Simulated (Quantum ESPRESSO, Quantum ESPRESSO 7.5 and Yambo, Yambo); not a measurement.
## Quasiparticle gap of PbO (P4/nmm) in Yambo

How does a plane-wave GW calculation on PbO (P4/nmm) run from the first input to the gap?

Main program and level: Quantum ESPRESSO 7.5 and Yambo 5.3.0; PBE and many-body steps on it, plane waves.

The database entry behind the starting cell differs from later determinations by our own check (c about 1 % long), so it need not match the best structure at ambient conditions.

### Step 1. Set-up

It takes space group P4/nmm (No. 129, tetragonal). The conventional cell has a = 3.960 Å, b = 3.960 Å, c = 5.070 Å, α = 90.00°, β = 90.00°, γ = 90.00°. Nearest to Pb lie 4 O at 2.32 Å. Nearest to O lie 4 Pb at 2.32 Å. Farther neighbours and most contacts between anions are not listed.

Structure file:

```cif
data_structure
_symmetry_space_group_name_H-M 'P 1'
_symmetry_Int_Tables_number 1
_cell_length_a 3.9600
_cell_length_b 3.9600
_cell_length_c 5.0700
_cell_angle_alpha 90.000
_cell_angle_beta 90.000
_cell_angle_gamma 90.000
_cell_volume 79.51
loop_
_atom_site_label
_atom_site_type_symbol
_atom_site_fract_x
_atom_site_fract_y
_atom_site_fract_z
_atom_site_occupancy
Pb1 Pb 0.00000 0.50000 0.23851 1
Pb2 Pb 0.50000 0.00000 0.76149 1
O3 O 0.00000 0.00000 0.00000 1
O4 O 0.50000 0.50000 0.00000 1
```

The cell and positions come from the Crystallography Open Database and are kept as given unless a step says otherwise. Spin-orbit coupling is left out unless a step names it.

### Step 2. Ground state

This step: Quantum ESPRESSO 7.5; DFT, PBE, plane waves, norm-conserving pseudopotentials.

The ground-state density comes first.

File pw.in:

```
&control
  calculation = 'scf'
  prefix = 'x'
  outdir = 'o'
  pseudo_dir = 'pseudo'
/
&system
  ibrav = 0
  nat = 4
  ntyp = 2
  ecutwfc = 76.0
  nbnd = 34
  force_symmorphic = .true.
/
&electrons
  conv_thr = 1e-10
  electron_maxstep = 80
  mixing_beta = 0.5
/
ATOMIC_SPECIES
  Pb 207.2 Pb.upf
  O 15.999 O.upf
CELL_PARAMETERS angstrom
  3.9600000000 0.0000000000 0.0000000000
  0.0000000000 3.9600000000 0.0000000000
  0.0000000000 0.0000000000 5.0700000000
ATOMIC_POSITIONS crystal
  Pb 0.0000000000 0.5000000000 0.2385140000
  Pb 0.5000000000 0.0000000000 0.7614860000
  O 0.0000000000 0.0000000000 0.0000000000
  O 0.5000000000 0.5000000000 0.0000000000
K_POINTS automatic
  6 6 4 0 0 0
```

Run with:

```bash
$ OMP_NUM_THREADS=1 mpirun -n 4 pw.x -nk 4 -in pw.in > pw.out
```

Log:

```text
Program PWSCF v.7.5 starts

     This program is part of the open-source Quantum ESPRESSO suite
     for quantum simulation of materials; please cite
         "P. Giannozzi et al., J. Phys.:Condens. Matter 21 395502 (2009);
         "P. Giannozzi et al., J. Phys.:Condens. Matter 29 465901 (2017);
         "P. Giannozzi et al., J. Chem. Phys. 152 154105 (2020);
     in publications or presentations arising from this work. More details at
     Message from routine setup:
     using ibrav=0 with symmetry is DISCOURAGED, use correct ibrav instead

     G-vector sticks info

     bravais-lattice index     =            0
     lattice parameter (alat)  =       7.4833  a.u.
     unit-cell volume          =     536.5311 (a.u.)^3
     number of atoms/cell      =            4
     number of atomic types    =            2
     number of electrons       =        56.00
     number of Kohn-Sham states=           34
     kinetic-energy cutoff     =      76.0000  Ry
     charge density cutoff     =     304.0000  Ry
     scf convergence threshold =      1.0E-10
     mixing beta               =       0.5000
     number of iterations used =            8  plain     mixing
     Exchange-correlation= PBE
                           (   1   4   3   4   0   0   0)

     celldm(1)=   7.483315  celldm(2)=   0.000000  celldm(3)=   0.000000
     celldm(4)=   0.000000  celldm(5)=   0.000000  celldm(6)=   0.000000

     crystal axes: (cart. coord. in units of alat)
               a(1) = (   1.000000   0.000000   0.000000 )
               a(2) = (   0.000000   1.000000   0.000000 )
               a(3) = (   0.000000   0.000000   1.280303 )

     reciprocal axes: (cart. coord. in units 2 pi/alat)
               b(1) = (  1.000000  0.000000  0.000000 )
               b(2) = (  0.000000  1.000000  0.000000 )
               b(3) = (  0.000000  0.000000  0.781065 )
     Pseudo is Norm-conserving + core correction, Zval = 22.0
     Generated using ONCVPSP code by D. R. Hamann
     Using radial grid of 1692 points,  7 beta functions with:
     Pseudo is Norm-conserving + core correction, Zval =  6.0
     Generated using ONCVPSP code by D. R. Hamann
     Using radial grid of  936 points,  5 beta functions with:
     Pb               22.00   207.20000     Pb( 1.00)
     O                 6.00    15.99900     O ( 1.00)

      8 Sym. Ops. (no inversion) found

   Cartesian axes

     site n.     atom                  positions (alat units)
         1        Pb     tau(   1) = (   0.0000000   0.5000000   0.3053702  )
         2        Pb     tau(   2) = (   0.5000000   0.0000000   0.9749328  )
         3        O      tau(   3) = (   0.0000000   0.0000000   0.0000000  )
         4        O      tau(   4) = (   0.5000000   0.5000000   0.0000000  )

     number of k points=    30
                       cart. coord. in units 2pi/alat
        k(    1) = (   0.0000000   0.0000000   0.0000000), wk =   0.0138889
        k(    2) = (   0.0000000   0.0000000   0.1952663), wk =   0.0277778
        k(    3) = (   0.0000000   0.0000000  -0.3905325), wk =   0.0138889
        k(    4) = (   0.0000000   0.1666667   0.0000000), wk =   0.0555556
        k(    5) = (   0.0000000   0.1666667   0.1952663), wk =   0.1111111
        k(    6) = (   0.0000000   0.1666667  -0.3905325), wk =   0.0555556
        k(    7) = (   0.0000000   0.3333333   0.0000000), wk =   0.0555556
        k(    8) = (   0.0000000   0.3333333   0.1952663), wk =   0.1111111
        k(    9) = (   0.0000000   0.3333333  -0.3905325), wk =   0.0555556
        k(   10) = (   0.0000000  -0.5000000   0.0000000), wk =   0.0277778
     [... 18 further rows ...]
        k(   29) = (  -0.5000000  -0.5000000   0.1952663), wk =   0.0277778
        k(   30) = (  -0.5000000  -0.5000000  -0.3905325), wk =   0.0138889

     Dense  grid:    48109 G-vectors     FFT dimensions: (  45,  45,  54)

     Initial potential from superposition of free atoms

     starting charge      55.9957, renormalised to      56.0000
     Starting wfcs are   34 randomized atomic wfcs

     per-process dynamical memory:    58.8 Mb

     Self-consistent Calculation

     iteration #  1     ecut=    76.00 Ry     beta= 0.50

     total energy              =    -904.70561089 Ry
     estimated scf accuracy    <       1.41623504 Ry

     iteration #  2     ecut=    76.00 Ry     beta= 0.50

     total energy              =    -904.92389049 Ry
     estimated scf accuracy    <       1.95910633 Ry

     iteration #  3     ecut=    76.00 Ry     beta= 0.50

     total energy              =    -905.29373876 Ry
     estimated scf accuracy    <       0.03956207 Ry

     iteration #  4     ecut=    76.00 Ry     beta= 0.50

     total energy              =    -905.29603297 Ry
     estimated scf accuracy    <       0.00511704 Ry

     iteration #  5     ecut=    76.00 Ry     beta= 0.50

     total energy              =    -905.29686398 Ry
     estimated scf accuracy    <       0.00097876 Ry

     iteration #  6     ecut=    76.00 Ry     beta= 0.50

     total energy              =    -905.29704782 Ry
     estimated scf accuracy    <       0.00001685 Ry

     iteration #  7     ecut=    76.00 Ry     beta= 0.50

     total energy              =    -905.29704397 Ry
     estimated scf accuracy    <       0.00002331 Ry

     iteration #  8     ecut=    76.00 Ry     beta= 0.50

     total energy              =    -905.29704621 Ry
     estimated scf accuracy    <       0.00000083 Ry

     iteration #  9     ecut=    76.00 Ry     beta= 0.50

     total energy              =    -905.29704641 Ry
     estimated scf accuracy    <       0.00000006 Ry

     iteration # 10     ecut=    76.00 Ry     beta= 0.50

     total energy              =    -905.29704642 Ry
     estimated scf accuracy    <          3.4E-09 Ry

     iteration # 11     ecut=    76.00 Ry     beta= 0.50

     total energy              =    -905.29704642 Ry
     estimated scf accuracy    <          4.1E-10 Ry

     iteration # 12     ecut=    76.00 Ry     beta= 0.50

     total energy              =    -905.29704642 Ry
     estimated scf accuracy    <          4.7E-10 Ry

     iteration # 13     ecut=    76.00 Ry     beta= 0.50

     End of self-consistent calculation

          k = 0.0000 0.0000 0.0000 (  6023 PWs)   bands (ev):

  -128.2830-128.2830 -69.9774 -69.9774 -69.9769 -69.9769 -69.9736 -69.9728
    -7.8584  -7.3200  -5.5689  -5.5689  -5.5086  -5.5056  -5.4213  -5.3480
    -5.3451  -5.3451  -5.3282  -3.9810   3.2148   3.7135   6.2611   6.2611
     8.7623   8.8860   8.8860  10.4904  12.9003  16.0070  16.0704  16.0704
    17.0432  17.0432

          k = 0.0000 0.0000 0.1953 (  6003 PWs)   bands (ev):

  -128.2831-128.2829 -69.9773 -69.9773 -69.9770 -69.9770 -69.9735 -69.9729
    -7.8465  -7.3120  -5.5453  -5.5453  -5.5251  -5.4840  -5.4096  -5.3727
    -5.3727  -5.3572  -5.3400  -3.9736   2.2241   5.0873   6.3359   6.3359
     8.7449   8.8729   8.8729  10.0697  12.6312  15.0213  15.0213  15.5356
    18.3218  18.3219

          k = 0.0000 0.0000-0.3905 (  6026 PWs)   bands (ev):

  -128.2831-128.2829 -69.9773 -69.9773 -69.9771 -69.9771 -69.9734 -69.9731
    -7.8346  -7.3040  -5.5417  -5.5100  -5.5100  -5.4570  -5.4122  -5.4122
    -5.3908  -5.3715  -5.3589  -3.9664   1.7793   6.0769   6.4144   6.4144
     8.7279   8.8572   8.8572   9.4097  12.5985  14.4710  14.4710  14.8306
    19.1286  19.1286

          k = 0.0000 0.1667 0.0000 (  6013 PWs)   bands (ev):

     [... further k-points ...]

     highest occupied, lowest unoccupied level (ev):    10.4904   11.6307

!    total energy              =    -905.29704642 Ry
     estimated scf accuracy    <          8.0E-11 Ry

     The total energy is the sum of the following terms:
     one-electron contribution =    -520.71231522 Ry
     hartree contribution      =     265.95388723 Ry
     xc contribution           =    -152.79671818 Ry
     ewald contribution        =    -497.74190025 Ry

     convergence has been achieved in  13 iterations

     XML data file, charge density, pseudopotentials, collected wavefunctions

=------------------------------------------------------------------------------=
   JOB DONE.
=------------------------------------------------------------------------------=
```

It took 37 s on 4 MPI ranks of Arm Neoverse V1, shared host; peak memory 0.42 GiB; 2.5 min of CPU time.

This step gave:

```yaml
total_energy: -12317.1938 eV
gap: 1.140 eV
k_of_the_valence_top: 0, 0, 0
k_of_the_conduction_bottom: -0.5, -0.5, 0
least_direct_gap: 2.140 eV
```

The gap is indirect, with the least direct gap 1.00 eV higher.

### Step 3. Bands along the symmetry lines

The cheap functional maps the bands first; the places of the edges decide which points the dearer methods must see.

File pw.in:

```
&control
  calculation = 'bands'
  prefix = 'x'
  outdir = 'o'
  pseudo_dir = 'pseudo'
/
&system
  ibrav = 0
  nat = 4
  ntyp = 2
  ecutwfc = 76.0
  nbnd = 34
  force_symmorphic = .true.
/
&electrons
  conv_thr = 1e-9
  electron_maxstep = 80
  diago_full_acc = .true.
  diago_thr_init = 5e-6
/
ATOMIC_SPECIES
  Pb 207.2 Pb.upf
  O 15.999 O.upf
CELL_PARAMETERS angstrom
  3.9600000000 0.0000000000 0.0000000000
  0.0000000000 3.9600000000 0.0000000000
  0.0000000000 0.0000000000 5.0700000000
ATOMIC_POSITIONS crystal
  Pb 0.0000000000 0.5000000000 0.2385140000
  Pb 0.5000000000 0.0000000000 0.7614860000
  O 0.0000000000 0.0000000000 0.0000000000
  O 0.5000000000 0.5000000000 0.0000000000
K_POINTS crystal
  75
  0.00000000 0.00000000 0.00000000 1
  0.00000000 0.06250000 0.00000000 1
  0.00000000 0.12500000 0.00000000 1
  0.00000000 0.18750000 0.00000000 1
  0.00000000 0.25000000 0.00000000 1
  0.00000000 0.31250000 0.00000000 1
  0.00000000 0.37500000 0.00000000 1
  0.00000000 0.43750000 0.00000000 1
  0.00000000 0.50000000 0.00000000 1
  0.06250000 0.50000000 0.00000000 1
  0.12500000 0.50000000 0.00000000 1
  0.18750000 0.50000000 0.00000000 1
  0.25000000 0.50000000 0.00000000 1
  0.31250000 0.50000000 0.00000000 1
  0.37500000 0.50000000 0.00000000 1
  0.43750000 0.50000000 0.00000000 1
  0.50000000 0.50000000 0.00000000 1
  0.43750000 0.43750000 0.00000000 1
  0.37500000 0.37500000 0.00000000 1
  0.31250000 0.31250000 0.00000000 1
  0.25000000 0.25000000 0.00000000 1
  0.18750000 0.18750000 0.00000000 1
  0.12500000 0.12500000 0.00000000 1
  0.06250000 0.06250000 0.00000000 1
  0.00000000 0.00000000 0.00000000 1
  0.00000000 0.00000000 0.06250000 1
  0.00000000 0.00000000 0.12500000 1
  0.00000000 0.00000000 0.18750000 1
  0.00000000 0.00000000 0.25000000 1
  0.00000000 0.00000000 0.31250000 1
  0.00000000 0.00000000 0.37500000 1
  0.00000000 0.00000000 0.43750000 1
  0.00000000 0.00000000 0.50000000 1
  0.00000000 0.06250000 0.50000000 1
  0.00000000 0.12500000 0.50000000 1
  0.00000000 0.18750000 0.50000000 1
  0.00000000 0.25000000 0.50000000 1
  0.00000000 0.31250000 0.50000000 1
  0.00000000 0.37500000 0.50000000 1
  0.00000000 0.43750000 0.50000000 1
  0.00000000 0.50000000 0.50000000 1
  0.06250000 0.50000000 0.50000000 1
  0.12500000 0.50000000 0.50000000 1
  0.18750000 0.50000000 0.50000000 1
  0.25000000 0.50000000 0.50000000 1
  0.31250000 0.50000000 0.50000000 1
  0.37500000 0.50000000 0.50000000 1
  0.43750000 0.50000000 0.50000000 1
  0.50000000 0.50000000 0.50000000 1
  0.43750000 0.43750000 0.50000000 1
  0.37500000 0.37500000 0.50000000 1
  0.31250000 0.31250000 0.50000000 1
  0.25000000 0.25000000 0.50000000 1
  0.18750000 0.18750000 0.50000000 1
  0.12500000 0.12500000 0.50000000 1
  0.06250000 0.06250000 0.50000000 1
  0.00000000 0.00000000 0.50000000 1
  0.00000000 0.50000000 0.00000000 1
  0.00000000 0.50000000 0.06250000 1
  0.00000000 0.50000000 0.12500000 1
  0.00000000 0.50000000 0.18750000 1
  0.00000000 0.50000000 0.25000000 1
  0.00000000 0.50000000 0.31250000 1
  0.00000000 0.50000000 0.37500000 1
  0.00000000 0.50000000 0.43750000 1
  0.00000000 0.50000000 0.50000000 1
  0.50000000 0.50000000 0.00000000 1
  0.50000000 0.50000000 0.06250000 1
  0.50000000 0.50000000 0.12500000 1
  0.50000000 0.50000000 0.18750000 1
  0.50000000 0.50000000 0.25000000 1
  0.50000000 0.50000000 0.31250000 1
  0.50000000 0.50000000 0.37500000 1
  0.50000000 0.50000000 0.43750000 1
  0.50000000 0.50000000 0.50000000 1
```

Log:

```text
[banner, memory and clock lines left out]
Program PWSCF v.7.5 starts

     Atomic positions and unit cell read from directory:
     o/x.save/

     Message from routine setup:
     using ibrav=0 with symmetry is DISCOURAGED, use correct ibrav instead

     G-vector sticks info

     bravais-lattice index     =            0
     lattice parameter (alat)  =       7.4833  a.u.
     unit-cell volume          =     536.5311 (a.u.)^3
     number of atoms/cell      =            4
     number of atomic types    =            2
     number of electrons       =        56.00
     number of Kohn-Sham states=           34
     kinetic-energy cutoff     =      76.0000  Ry
     charge density cutoff     =     304.0000  Ry
     Exchange-correlation= PBE
                           (   1   4   3   4   0   0   0)

     celldm(1)=   7.483315  celldm(2)=   0.000000  celldm(3)=   0.000000
     celldm(4)=   0.000000  celldm(5)=   0.000000  celldm(6)=   0.000000

     crystal axes: (cart. coord. in units of alat)
               a(1) = (   1.000000   0.000000   0.000000 )
               a(2) = (   0.000000   1.000000   0.000000 )
               a(3) = (   0.000000   0.000000   1.280303 )

     reciprocal axes: (cart. coord. in units 2 pi/alat)
               b(1) = (  1.000000  0.000000  0.000000 )
               b(2) = (  0.000000  1.000000  0.000000 )
               b(3) = (  0.000000  0.000000  0.781065 )
     Pseudo is Norm-conserving + core correction, Zval = 22.0
     Generated using ONCVPSP code by D. R. Hamann
     Using radial grid of 1692 points,  7 beta functions with:
     Pseudo is Norm-conserving + core correction, Zval =  6.0
     Generated using ONCVPSP code by D. R. Hamann
     Using radial grid of  936 points,  5 beta functions with:
     Pb               22.00   207.20000     Pb( 1.00)
     O                 6.00    15.99900     O ( 1.00)

      8 Sym. Ops. (no inversion) found

   Cartesian axes

     site n.     atom                  positions (alat units)
         1        Pb     tau(   1) = (   0.0000000   0.5000000   0.3053702  )
         2        Pb     tau(   2) = (   0.5000000   0.0000000   0.9749328  )
         3        O      tau(   3) = (   0.0000000   0.0000000   0.0000000  )
         4        O      tau(   4) = (   0.5000000   0.5000000   0.0000000  )

     number of k points=    75
                       cart. coord. in units 2pi/alat
        k(    1) = (   0.0000000   0.0000000   0.0000000), wk =   0.0266667
        k(    2) = (   0.0000000   0.0625000   0.0000000), wk =   0.0266667
        k(    3) = (   0.0000000   0.1250000   0.0000000), wk =   0.0266667
[...]
[... 63 further rows ...]
        k(   74) = (   0.5000000   0.5000000   0.3417160), wk =   0.0266667
        k(   75) = (   0.5000000   0.5000000   0.3905325), wk =   0.0266667

     Dense  grid:    48109 G-vectors     FFT dimensions: (  45,  45,  54)

     The potential is recalculated from file :
     o/x.save/charge-density

     Starting wfcs are   34 randomized atomic wfcs

     Band Structure Calculation

     End of band structure calculation

          k = 0.0000 0.0000 0.0000 (  6023 PWs)   bands (ev):

  -128.2830-128.2830 -69.9774 -69.9774 -69.9769 -69.9769 -69.9736 -69.9728
    -7.8584  -7.3200  -5.5688  -5.5688  -5.5085  -5.5056  -5.4212  -5.3480
    -5.3450  -5.3450  -5.3281  -3.9810   3.2148   3.7136   6.2611   6.2611
     8.7622   8.8859   8.8859  10.4903  12.9003  16.0071  16.0704  16.0704
    17.0432  17.0432

          k = 0.0000 0.0625 0.0000 (  6021 PWs)   bands (ev):

  -128.2830-128.2830 -69.9774 -69.9774 -69.9769 -69.9769 -69.9736 -69.9728
[...]
16.8800  17.0634

          k = 0.0000 0.1250 0.0000 (  6015 PWs)   bands (ev):

  -128.2830-128.2830 -69.9774 -69.9773 -69.9770 -69.9769 -69.9736 -69.9728
[...]
16.5157  17.1201

[...]
k = 0.5000 0.5000 0.3417 (  5984 PWs)   bands (ev):

  -128.2830-128.2830 -69.9775 -69.9775 -69.9772 -69.9772 -69.9732 -69.9732
[...]
16.2460  16.2460

          k = 0.5000 0.5000 0.3905 (  5984 PWs)   bands (ev):

  -128.2830-128.2830 -69.9775 -69.9775 -69.9772 -69.9772 -69.9732 -69.9732
[...]
-5.3628  -5.3628  -4.4549  -4.4549   2.3599   2.3599   6.5838   6.5838
     8.1891   8.1891   9.4888   9.4888  13.8403  13.8403  15.1573  15.1573
    16.2625  16.2625

     XML data file, pseudopotentials, collected wavefunctions
```

The job ended after 17 s (4 MPI ranks; peak memory 0.31 GiB; 67 s of CPU time).

This step gave:

* gap: 1.139 eV
* k of the valence top: 0, 0.0625, 0
* k of the conduction bottom: 0.5, 0.5, 0
* least direct gap: 2.140 eV

The gap is 1.139 eV, −0.001 eV from the run before at this level.

Electronic bands along the path, in eV, zero at the top of the highest filled band:

```
    point  band 25  band 26  band 27  band 28  band 29  band 30  band 31  band 32
        Γ    -1.73    -1.61    -1.61     0.00     2.41     5.52     5.58     5.58
  halfway    -2.52    -2.01    -1.95    -0.26     3.54     3.54     5.47     5.91
        X    -2.96    -2.96    -1.74    -1.74     3.32     3.32     6.61     6.61
  halfway    -2.21    -2.21    -1.45    -1.45     2.46     2.46     5.39     5.39
        M    -1.76    -1.76    -1.00    -1.00     1.14     1.14     5.20     5.20
  halfway    -2.86    -2.74    -1.23    -0.55     3.02     3.36     4.71     5.17
        Γ    -1.73    -1.61    -1.61     0.00     2.41     5.52     5.58     5.58
  halfway    -1.75    -1.62    -1.62    -0.42     2.14     4.53     4.53     5.04
        Z    -1.76    -1.63    -1.63    -1.08     2.11     3.98     3.98     4.34
  halfway    -2.34    -2.03    -1.18    -1.04     2.29     3.17     4.61     6.58
        R    -2.93    -2.93    -1.07    -1.07     3.01     3.01     6.31     6.31
  halfway    -1.72    -1.72    -1.53    -1.53     3.36     3.36     4.57     4.57
        A    -2.30    -2.30    -1.00    -1.00     3.35     3.35     4.67     4.67
  halfway    -2.76    -1.64    -1.23    -1.15     2.47     3.63     3.85     6.42
        Z    -1.76    -1.63    -1.63    -1.08     2.11     3.98     3.98     4.34
jump to X    -2.96    -2.96    -1.74    -1.74     3.32     3.32     6.61     6.61
  halfway    -2.95    -2.95    -1.36    -1.36     3.16     3.16     6.47     6.47
        R    -2.93    -2.93    -1.07    -1.07     3.01     3.01     6.31     6.31
jump to M    -1.76    -1.76    -1.00    -1.00     1.14     1.14     5.20     5.20
  halfway    -2.04    -2.04    -1.00    -1.00     1.95     1.95     5.52     5.52
        A    -2.30    -2.30    -1.00    -1.00     3.35     3.35     4.67     4.67
```

(Part 1 of 3 ends here.)

[Paths, hosts, dates, memory and timing lines, banners, echoed tables and standing remarks are left out of the program output.]

[Logs are printed without paths, hosts, clocks, repeated set-up lines and the standing remarks that a program may print on its own settings, such as how far it seeks lower states.]

[Runs of the session that timed out or met a known fault of the program may be left out.]

[Hosts, paths, dates, database ids (printed as entryN), source tags and the programs' standing remarks are cut or masked in the printed files.]
